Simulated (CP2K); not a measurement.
Two runs for the C K edge of ethylene. Run A: CP2K XAS_TDP, all-electron GAPW, PBEh(45%), aug-cc-pVTZ, TDA, no relativity. Run B differs in one setting.

First lines with a strength over 0.0015. A:

| atom | energy (eV) | states | strength, one atom |
| --- | --- | --- | --- |
| C1 (bonded to C and 2 H), 2 alike | 280.53 | 1 | 0.0537 |
|  | 283.71 | 1 | 0.0060 |
|  | 284.23 | 1 | 0.0189 |
|  | 285.21 | 1 | 0.0051 |
|  | 285.70 | 1 | 0.0028 |

B:

| atom | energy (eV) | states | strength, one atom |
| --- | --- | --- | --- |
| C1 (bonded to C and 2 H), 2 alike | 284.41 | 1 | 0.0636 |
|  | 288.46 | 1 | 0.0097 |
|  | 288.86 | 1 | 0.0327 |
|  | 290.17 | 1 | 0.0055 |
|  | 290.83 | 1 | 0.0050 |

Question: Which was it: GW2X switched on, scalar relativity switched on, the functional, the basis?

The functional (functional from PBEh(45%) to PBEh(60%); the lines alone don't name the new value). A functional moves all lines by electronvolts and changes their spacings and strengths. Against PBEh(45%) in aug-cc-pVTZ, the leading line moves by +3.88 eV, to 284.41 eV; the strength of C1's goes from 0.0537 to 0.0636. The next line of C1 over the strength cut lies 4.05 eV higher, against 3.18.

[Hosts, paths, dates, database ids (printed as entryN), source tags and the programs' standing remarks are cut or masked in the printed files.]
